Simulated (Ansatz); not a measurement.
## P chain started as a dimerised line: one chain at several levels of theory

Aim: how far do the period, the moment and the conductance of the P chain started as a dimerised line depend on the functional, the datasets and spin-orbit coupling, and at what cost?

Method: DFT PBE, plane waves, PAW; relaxation of a chain's period, in the first sound run; inputs show where later runs differ, in Ansatz 0.2.0.

### 1. The structure

The cell holds 2 atoms: 2 P. Its edges and angles: a = 7.500 Å, b = 7.500 Å, c = 4.066 Å, α = 90.0°, β = 90.0°, γ = 90.0°. Vacuum lies along a and b. The structure's axis is c.

### 2. Relaxation of atoms and period, level PBE, cutoff 420 eV

Band widths follow the bond lengths, so the chain is relaxed first. The atoms and the third cell vector are free; the box across stays fixed as vacuum. Moments are seeded so that a magnetic state can form if it lies lower. A Fermi-Dirac smearing is set since the result may be a metal. The pressure printed is a third of the stress's trace over the whole box, vacuum included; only the stress along the axis is relaxed.

The input, input.yaml:

```yaml
crystal:
  lattice:
    - [7.5, 0.0, 0.0]
    - [0.0, 7.5, 0.0]
    - [0.0, 0.0, 4.066]
  atoms:
    - { symbol: P, position: [0.5, 0.5, 0.0], spin: 0.3 }
    - { symbol: P, position: [0.5, 0.5, 0.45], spin: 0.3 }
magnetization:
  spin_polarized: true
kpoints:
  mp_grid: { grid: [1, 1, 20] }
scf:
  occupations: { method: fermi_dirac, width: 0.05 }
hamiltonian:
  xc: pbe
relax:
  cell: { fix: [a, b, alpha, beta, gamma] }
  max_steps: 60
```

The run is started by

```
$ ansatz run input.yaml --threads 4 --pin off --max-ram 8192MiB --backend cpu --events-out ev --progress --plain --runs-dir out
```

Numbers of over 12 decimals in the logs are rounded to 6 here.

The log of the run:

```text
Engine: ansatz 0.2.0, aarch64-unknown-linux-gnu
Pseudopotentials: kind: paw
Pseudopotential: P, paw, valence charge 5, recommended cutoff 420 eV (normal), P.paw.azcp
Functional definition: PBE
  parameter kappa = 0.804
  parameter beta = 0.066725
  exchange = pbe_x(kappa = kappa, mu = beta*pi^2/3)
  correlation = pbe_c(beta = beta)
Crystal: 2 atoms, lattice volume = 228.712 Å³
Basis set: ecut = 420 eV, 4469 PW (Γ), exchange–correlation on 108×108×60 points (8 copies of the dense FFT grid, shifted against one another)
Bands: 10, of which v1, the nominal top of the filled ones, is band 5 counted from 1 (4 counted from 0)
Symmetry: 16 space group operations
Space group: P4/mmm (ITA 123), of the structure as read, at distance tolerance 6.1e-5 Å
Magnetic group: BNS 123.339 (UNI 999), of the structure as read, at distance tolerance 6.1e-5 Å
k-points: 11 of 20
Non-local potential: P, projectors of the file, l = 0: 2, l = 1: 2, l = 2: 2
PAW form: soft (Blöchl's): semilocal exchange-correlation on the pseudo side does not see the compensation charge
PAW one-centre angular grid: P, 110 points (default); XC on 64 Gauss nodes
Initial density: superposition of atomic densities (neutral atoms: chi_scale 0, normalization atom)
Starting moments: Σ|m| = 0.6 μB on 2 of 2 sites
Initial wavefunctions: pseudopotential atomic-orbital guess
Functional: x = pbe(κ = 0.804, μ = 0.219515), c = pbe(β = 0.066725)
SCF iter   1: F=—  HF=-1508.853854 eV  |F-HF|=—  |Δ(HF+E_count)|=         —  Δρ=1.15e-2 (↑8.29e-3 ↓1.15e-2)  dr2=1.36e0  dr2_m=1.68e-2  M=0.212 μB ∫|m|=0.214 μB  β_m=0.30  ethr=3.10e-3  ⟨swp⟩=8.4  Hψ=2081  notcnv=0
preconditioner: auto → none  [insulator: Δε(μ)=0.259 eV  Ē_g=8.248 eV  σ=0.050 eV  W_gap=0.74  n_scr=10 (ndim 8)  ℏωp=6.9 eV  f_vac=0.596  D(μ)=1.72/eV (n_scr^D=4)  ε∞_Penn≈1.7]
SCF iter   2: F=—  HF=-1508.442945 eV  |F-HF|=—  |Δ(HF+E_count)|=   4.11e-1  Δρ=5.25e-3 (↑3.73e-3 ↓5.25e-3)  dr2=2.05e-1  dr2_m=5.80e-3  M=0.246 μB ∫|m|=0.247 μB  β_m=0.30  ethr=3.10e-3  ⟨swp⟩=3.0  Hψ=601  notcnv=0  defer=11
SCF iter   3: F=—  HF=-1508.375472 eV  |F-HF|=—  |Δ(HF+E_count)|=   6.75e-2  Δρ=1.98e-3 (↑1.88e-3 ↓1.98e-3)  dr2=1.51e-2  dr2_m=3.77e-3  M=0.216 μB ∫|m|=0.217 μB  β_m=0.30  ethr=2.05e-3  ⟨swp⟩=3.1  Hψ=421  notcnv=0  defer=11
SCF iter   4: F=—  HF=-1508.373208 eV  |F-HF|=—  |Δ(HF+E_count)|=   2.26e-3  Δρ=1.19e-3 (↑1.17e-3 ↓1.19e-3)  dr2=1.36e-3  dr2_m=2.53e-3  M=0.192 μB ∫|m|=0.193 μB  β_m=0.30  ethr=1.51e-4  ⟨swp⟩=2.7  Hψ=444  notcnv=0  defer=11
SCF iter   5: F=—  HF=-1508.374773 eV  |F-HF|=—  |Δ(HF+E_count)|=   1.56e-3  Δρ=1.02e-3 (↑1.02e-3 ↓8.37e-4)  dr2=5.45e-4  dr2_m=1.74e-3  M=0.171 μB ∫|m|=0.172 μB  β_m=0.30  ethr=1.36e-5  ⟨swp⟩=2.2  Hψ=421  notcnv=0  defer=11
SCF iter   6: F=—  HF=-1508.375737 eV  |F-HF|=—  |Δ(HF+E_count)|=   9.64e-4  Δρ=7.18e-4 (↑7.13e-4 ↓7.18e-4)  dr2=1.23e-5  dr2_m=1.07e-3  M=0.159 μB ∫|m|=0.160 μB  β_m=0.30  ethr=5.45e-6  ⟨swp⟩=2.6  Hψ=371  notcnv=0  defer=11
SCF iter   7: F=—  HF=-1508.376439 eV  |F-HF|=—  |Δ(HF+E_count)|=   7.03e-4  Δρ=5.90e-4 (↑5.90e-4 ↓5.88e-4)  dr2=8.98e-7  dr2_m=7.27e-4  M=0.146 μB ∫|m|=0.147 μB  β_m=0.30  ethr=1.23e-7  ⟨swp⟩=2.9  Hψ=373  notcnv=0  defer=11
SCF iter   8: F=—  HF=-1508.376944 eV  |F-HF|=—  |Δ(HF+E_count)|=   5.05e-4  Δρ=5.02e-4 (↑5.02e-4 ↓4.87e-4)  dr2=3.11e-6  dr2_m=5.12e-4  M=0.133 μB ∫|m|=0.134 μB  β_m=0.30  ethr=8.98e-9  ⟨swp⟩=3.2  Hψ=403  notcnv=0  defer=11
Mixer restart at iter 8: flushing history
spin-set hold released at iteration 8 (site moments contracting): the magnetisation degrees of freedom join the quasi-Newton model from the next iteration; the mixer history was flushed
SCF iter   9: F=—  HF=-1508.377306 eV  |F-HF|=—  |Δ(HF+E_count)|=   3.62e-4  Δρ=4.28e-4 (↑4.28e-4 ↓4.11e-4)  dr2=4.29e-6  dr2_m=3.68e-4  M=0.122 μB ∫|m|=0.124 μB  β_m=0.40  ethr=8.98e-9  ⟨swp⟩=2.9  Hψ=386  notcnv=0  defer=11
SCF iter  10: F=—  HF=-1508.378157 eV  |F-HF|=—  |Δ(HF+E_count)|=   8.51e-4  Δρ=2.07e-4 (↑2.06e-4 ↓2.07e-4)  dr2=3.54e-7  dr2_m=8.93e-5  M=0.082 μB ∫|m|=0.083 μB  β_m=0.78  ethr=8.98e-9  ⟨swp⟩=4.0  Hψ=505  notcnv=0  defer=11
SCF iter  11: F=—  HF=-1508.378576 eV  |F-HF|=—  |Δ(HF+E_count)|=   4.19e-4  Δρ=8.09e-5 (↑7.37e-5 ↓8.09e-5)  dr2=2.74e-6  dr2_m=1.23e-5  M=0.036 μB ∫|m|=0.037 μB  β_m=0.89  ethr=3.54e-9  ⟨swp⟩=4.5  Hψ=548  notcnv=0  defer=11
SCF iter  12: F=—  HF=-1508.378675 eV  |F-HF|=—  |Δ(HF+E_count)|=   9.91e-5  Δρ=3.69e-5 (↑3.69e-5 ↓1.79e-5)  dr2=9.13e-6  dr2_m=7.68e-7  M=0.009 μB ∫|m|=0.009 μB  β_m=0.73  ethr=3.54e-9  ⟨swp⟩=4.4  Hψ=544  notcnv=0  defer=11
SCF iter  13: F=—  HF=-1508.378679 eV  |F-HF|=—  |Δ(HF+E_count)|=   3.80e-6  Δρ=7.52e-6 (↑7.52e-6 ↓5.25e-6)  dr2=1.27e-7  dr2_m=6.35e-8  M=-0.000 μB ∫|m|=0.000 μB  β_m=0.72  ethr=3.54e-9  ⟨swp⟩=4.0  Hψ=501  notcnv=0  defer=11
SCF iter  14: F=—  HF=-1508.378679 eV  |F-HF|=—  |Δ(HF+E_count)|=   9.92e-8  Δρ=2.11e-6 (↑1.60e-6 ↓2.11e-6)  dr2=1.00e-8  dr2_m=6.25e-9  M=0.000 μB ∫|m|=0.000 μB  β_m=0.74  ethr=1.00e-9  ⟨swp⟩=5.2  Hψ=728  notcnv=0
SCF iter  15: F=—  HF=-1508.378679 eV  |F-HF|=—  |Δ(HF+E_count)|=   9.66e-9  Δρ=8.89e-7 (↑8.32e-7 ↓8.89e-7)  dr2=5.34e-11  dr2_m=1.55e-9  M=0.000 μB ∫|m|=0.000 μB  β_m=0.87  ethr=1.00e-10  ⟨swp⟩=4.5  Hψ=646  notcnv=0
SCF iter  16: F=—  HF=-1508.378679 eV  |F-HF|=—  |Δ(HF+E_count)|=   1.28e-8  Δρ=1.99e-7 (↑1.99e-7 ↓1.30e-7)  dr2=1.36e-10  dr2_m=3.92e-11  M=0.000 μB ∫|m|=0.000 μB  β_m=0.94  ethr=1.00e-12  ⟨swp⟩=4.0  Hψ=601  notcnv=0
SCF iter  17: F=-1508.378679 eV  HF=-1508.378679 eV  |F-HF|=4.55e-13  |Δ(HF+E_count)|=  2.33e-10  Δρ=1.73e-8 (↑1.73e-8 ↓1.58e-8)  dr2=1.15e-12  dr2_m=3.93e-13  M=0.000 μB ∫|m|=0.000 μB  ethr=1.00e-12  ⟨swp⟩=3.0  Hψ=489  notcnv=0
WARN: the starting moments were not kept: the SCF closed with an absolute magnetisation of 2.1e-6 μB, where they sum to 0.6 μB in size (2 sites). That is at most 0.1 of that sum. Measured as dr2_m measures the in/out step, that magnetisation stands 5.0e-13 eV from none, at or under the dr2_threshold of 1.0e-7 eV: it is no larger than a step whose dr2_m would equal this threshold. The system may hold no moment; this S [...]
SCF 1 converged in 17 iterations: F = -1508.378679 eV  dr2 = 1.15e-12
  greatest PAW one-centre occupation: 0.826 electrons in one spin orbital (limit 2), on the P atom at site 1 (counted from 0), in its partial waves of l = 0
[...]
the starting moments were not kept: the SCF closed with an absolute magnetisation of 3.7e-6 μB, where they sum to 0.6 μB in size (2 sites). That is at most 0.1 of that sum. Measured as dr2_m measures the in/out step, that magnetisation stands 1.2e-12 eV from none, at or under the dr2_threshold of 2.0e-7 eV: it is no larger than a step whose dr2_m would equal this threshold.
SCF 3 converged in 9 iterations: F = -1508.972075 eV  dr2 = 1.73e-13
  greatest PAW one-centre occupation: 0.827 electrons in one spin orbital (limit 2), on the P atom at site 1 (counted from 0), in its partial waves of l = 0
relax step   3: F+E_penalty+E_count = -1508.97207471 eV  Δ(F+E_penalty+E_count) = -4.107e-2 eV  max|allowed force component| = 1.540e-2 eV/Å  Δτ_max = 0.0540 Å  P = -0.684 GPa  Ω = 244.374 Å³  energy of the carried Pulay correction = -3.542e-4 eV  fix = [a, b, alpha, beta, gamma]  reactions: a +0.087, b +0.087 GPa  (9 SCF iters, dr2 threshold 2.00e-7 eV, accepted)
[...]
relax step   4: F+E_penalty+E_count = -1509.01348345 eV  Δ(F+E_penalty+E_count) = -4.141e-2 eV  max|allowed force component| = 3.536e-3 eV/Å  Δτ_max = 0.0027 Å  P = +0.145 GPa  Ω = 235.252 Å³  energy of the carried Pulay correction = -1.508e-4 eV  fix = [a, b, alpha, beta, gamma]  reactions: a +0.087, b +0.087 GPa  (9 SCF iters, dr2 threshold 2.00e-7 eV, accepted)
[...]
relax step   5: F+E_penalty+E_count = -1509.01437174 eV  Δ(F+E_penalty+E_count) = -8.883e-4 eV  max|allowed force component| = 3.346e-4 eV/Å  Δτ_max = 0.0001 Å  P = +0.105 GPa  Ω = 235.990 Å³  energy of the carried Pulay correction = -1.675e-4 eV  fix = [a, b, alpha, beta, gamma]  reactions: a +0.087, b +0.087 GPa  (8 SCF iters, dr2 threshold 1.69e-7 eV, accepted)
[...]
relax step   6: F+E_penalty+E_count = -1509.01476472 eV  Δ(F+E_penalty+E_count) = -3.930e-4 eV  max|allowed force component| = 4.531e-5 eV/Å  Δτ_max = 0.0000 Å  P = +0.076 GPa  Ω = 236.675 Å³  energy of the carried Pulay correction = -1.830e-4 eV  fix = [a, b, alpha, beta, gamma]  reactions: a +0.087, b +0.087 GPa  (8 SCF iters, dr2 threshold 4.88e-8 eV, accepted)
[...]
relax step   7: F+E_penalty+E_count = -1509.01483103 eV  Δ(F+E_penalty+E_count) = -6.631e-5 eV  max|allowed force component| = 2.905e-5 eV/Å  Δτ_max = 0.0000 Å  P = +0.059 GPa  Ω = 237.103 Å³  energy of the carried Pulay correction = -1.927e-4 eV  fix = [a, b, alpha, beta, gamma]  reactions: a +0.087, b +0.087 GPa  (8 SCF iters, dr2 threshold 7.21e-9 eV, accepted)
Initial wavefunctions: pseudopotential atomic-orbital guess (no wavefunctions were taken with the density)
iter 1 solved again at ethr=1.82e-7 eV; its pass at ethr=3.10e-3 eV (dr2=1.82e-5 eV) is discarded
SCF iter   1: F=—  HF=-1509.015272 eV  |F-HF|=—  |Δ(HF+E_count)|=         —  Δρ=1.26e-5 (↑1.26e-5 ↓1.26e-5)  dr2=1.38e-7  dr2_m=1.98e-12  M=-0.000 μB ∫|m|=0.000 μB  β_m=0.30  ethr=1.82e-7  ⟨swp⟩=4.2  Hψ=2648  notcnv=0
preconditioner: auto → LDOS  [metal: Δε(μ)=0.013 eV  Ē_g=8.082 eV  σ=0.050 eV  W_gap=0.07  n_scr=10 (ndim 8)  ℏωp=7.0 eV  f_vac=0.626  D(μ)=2.99/eV (n_scr^D=10)]
spin=Collinear: LDOS preconditioning applied to the charge; magnetization (m = ρ↑ − ρ↓) channel mixes plain (no charge-response kernel on spin).
SCF iter   2: F=—  HF=-1509.015232 eV  |F-HF|=—  |Δ(HF+E_count)|=   4.05e-5  Δρ=8.85e-6 (↑8.85e-6 ↓8.85e-6)  dr2=6.84e-8  dr2_m=1.47e-12  M=-0.000 μB ∫|m|=0.000 μB  β_m=0.65  ethr=1.38e-9  ⟨swp⟩=2.5  Hψ=325  notcnv=0
SCF iter   3: F=—  HF=-1509.015233 eV  |F-HF|=—  |Δ(HF+E_count)|=   9.61e-7  Δρ=4.29e-7 (↑4.29e-7 ↓4.25e-7)  dr2=1.51e-9  dr2_m=7.34e-13  M=-0.000 μB ∫|m|=0.000 μB  β_m=0.51  ethr=6.84e-10  ⟨swp⟩=2.0  Hψ=334  notcnv=0
SCF iter   4: F=—  HF=-1509.015233 eV  |F-HF|=—  |Δ(HF+E_count)|=   6.04e-7  Δρ=2.32e-7 (↑2.32e-7 ↓2.26e-7)  dr2=3.39e-10  dr2_m=6.36e-13  M=-0.000 μB ∫|m|=0.000 μB  β_m=0.76  ethr=1.51e-11  ⟨swp⟩=2.8  Hψ=356  notcnv=0
SCF iter   5: F=—  HF=-1509.015233 eV  |F-HF|=—  |Δ(HF+E_count)|=  1.33e-10  Δρ=8.09e-8 (↑8.09e-8 ↓7.19e-8)  dr2=5.78e-11  dr2_m=4.03e-13  M=-0.000 μB ∫|m|=0.000 μB  β_m=0.81  ethr=3.39e-12  ⟨swp⟩=2.4  Hψ=325  notcnv=0
SCF iter   6: F=-1509.015233 eV  HF=-1509.015233 eV  |F-HF|=2.50e-12  |Δ(HF+E_count)|=  3.30e-11  Δρ=2.22e-8 (↑2.22e-8 ↓1.22e-8)  dr2=3.37e-12  dr2_m=2.27e-13  M=-0.000 μB ∫|m|=0.000 μB  ethr=1.00e-12  ⟨swp⟩=6.9  Hψ=906  notcnv=0
the starting moments were not kept: the SCF closed with an absolute magnetisation of 4.3e-6 μB, where they sum to 0.6 μB in size (2 sites). That is at most 0.1 of that sum. Measured as dr2_m measures the in/out step, that magnetisation stands 1.8e-12 eV from none, at or under the dr2_threshold of 2.0e-11 eV: it is no larger than a step whose dr2_m would equal this threshold.
SCF 8 converged in 6 iterations: F = -1509.015233 eV  dr2 = 3.37e-12
relax step   8: F+E_penalty+E_count = -1509.01523315 eV  Δ(F+E_penalty+E_count) = -4.021e-4 eV  max|allowed force component| = 3.011e-5 eV/Å  Δτ_max = 0.0000 Å  P = +0.063 GPa  Ω = 237.103 Å³  fix = [a, b, alpha, beta, gamma]  reactions: a +0.089, b +0.089 GPa  stress off target by 1.18e-2 GPa on what of the cell is left free  SCF on the basis re-selected at this cell (its energy is not comparable with the rows above)  (6 SCF iters)
basis re-selected at this cell: Δ(F+E_penalty+E_count) = -4.021e-4 eV, ΔP = +0.004 GPa vs the last step (what re-selecting the basis moved, of the pressure what is left beyond the Pulay correction that the steps carried, after the strain that the cell walked since its last selection, with what the two solves' SCF thresholds leave and, on support functions, any second-order correction that the steps lacked; it is no m [...]
SCF converged after 6 iterations
Magnetization: -0.0000 μB (5.0000 up, 5.0000 down)
Absolute magnetization: 0.0000 μB (∫|ρ↑−ρ↓|, with the PAW one-centre terms)
Spin contamination: 0.0000 ħ² per cell (⟨S²⟩ above its minimum at these occupations)
Per-site moments (μB) at R_I (Å): [(-9.529850200355576e-7, 0.869376), (-9.529850200386412e-7, 0.869376)]
Free energy (F): -1509.015233 eV
Harris-Foulkes:  -1509.015233 eV  (|F-HF|=2.50e-12)
Internal energy: -1508.994431 eV  (E = F + TS)
E sigma→0 (E₀):  -1509.004832 eV
Entropy (-TS):   -0.020803 eV (-10.401 meV/atom)
Fermi energy:    -3.511634 eV
--- Per-component energies (eV) ---
  E_band       = -87.113352
  E_kinetic    = 135.643708
  E_local      = -643.129517  (includes V_loc(G=0)·N_el)
  E_nonlocal   = 68.332006
  E_hartree    = 241.732268
  E_xc         = -119.205265
  E_vxc        = -116.323062  (∫ρ·V_xc dr)
  E_paw        = -1138.699158  (= ΣΔE_a)
  E_vpaw       = -15.100987  (= ΣTr[D̂ρ^β])
  E_aug_tail   = 0.000007  (compensation charges beyond the density's cutoff)
  E_ewald      = -53.668480
  E_smearing   = -0.020803  (= −TS)
  E_closure    = -0.000000  (closes the sum)
  Σ components = -1509.015233   (vs F -1509.015233, Δ=0.00e0)
--- Forces (eV/Å), atoms counted from 1 ---
  atom   1  P      0.00000000     0.00000000     0.00003011
  atom   2  P      0.00000000     0.00000000    -0.00003011
  max |Σ_I F_I| component: 0.00e0 eV/Å
--- Stress (GPa, compression-positive) ---
        0.088769       0.000000       0.000000
        0.000000       0.088769       0.000000
        0.000000       0.000000       0.011774
  P = ⅓ Tr σ = 0.0631 GPa (0.631 kbar)
--- Relaxed structure (7 steps of the walk, 7 accepted, 1 SCFs on fresh bases) ---
  F+E_penalty+E_count = -1509.01523315 eV   max|allowed force component| = 3.011e-5 eV/Å   (the final SCF, on the basis selected at the relaxed cell)
  cell:  # Å, volume = 237.1028 Å³
    - [7.5, 0.0, 0.0]
    - [0.0, 7.5, 0.0]
    - [0.0, 0.0, 4.215161]
  atoms:
    - { symbol: P, position: [0.5, 0.5, -0.025000] }
    - { symbol: P, position: [0.5, 0.5, 0.475000] }
```

Wall time 8.8 s (4 threads of Arm Neoverse V2, shared host); peak memory 0.45 GiB.

Relaxation path:

```csv
step,energy less that of the first step (eV),largest force component (eV/Å),pressure (GPa),volume (Å³)
1,0.0000,6.1876,2.81,228.71
2,-0.5523,1.4750,0.69,236.62
3,-0.5934,0.0154,-0.68,244.37
4,-0.6348,0.0035,0.14,235.25
5,-0.6357,0.0003,0.10,235.99
6,-0.6361,0.0000,0.08,236.67
7,-0.6362,0.0000,0.06,237.10
8*,-0.6366,0.0000,0.06,237.10
```

Relaxation steps marked * repeat the geometry before them on a plane-wave basis chosen anew for their cell, so energy and pressure can jump there.

Forces are held to the 16 operations that the run works with; a distortion that breaks them can't arise in this run.

```csv
cell as run,before,after,change
c (Å),4.066,4.215,+3.7 %
```

The atoms that moved most (Å, along periodic axes as changes of fractional coordinates times the final cell, across vacuum about the mean position):

```csv
atom,dx,dy,dz,length
P1,0.000,0.000,-0.105,0.105
P2,0.000,0.000,0.105,0.105
```

Final coordinates:

```
P
1.0
     7.50000    0.00000    0.00000
     0.00000    7.50000    0.00000
     0.00000    0.00000    4.21516
P
2
Direct
  0.50000 0.50000 0.97500
  0.50000 0.50000 0.47500
```

This step gave:

| Item | Value |
| --- | --- |
| energy at zero smearing | -1509.0048 eV |
| cell length along the wire | 4.215 Å |

The cell's length comes to 4.215 Å with no moment. The two atoms stand evenly on a line, so the true period is half of it.

(Part 1 of 3 ends here.)

[Logs are printed without paths, hosts, clocks, repeated set-up lines and the standing remarks that a program may print on its own settings, such as how far it seeks lower states.]

[Hosts, paths, dates, database ids (printed as entryN), source tags and the programs' standing remarks are cut or masked in the printed files.]
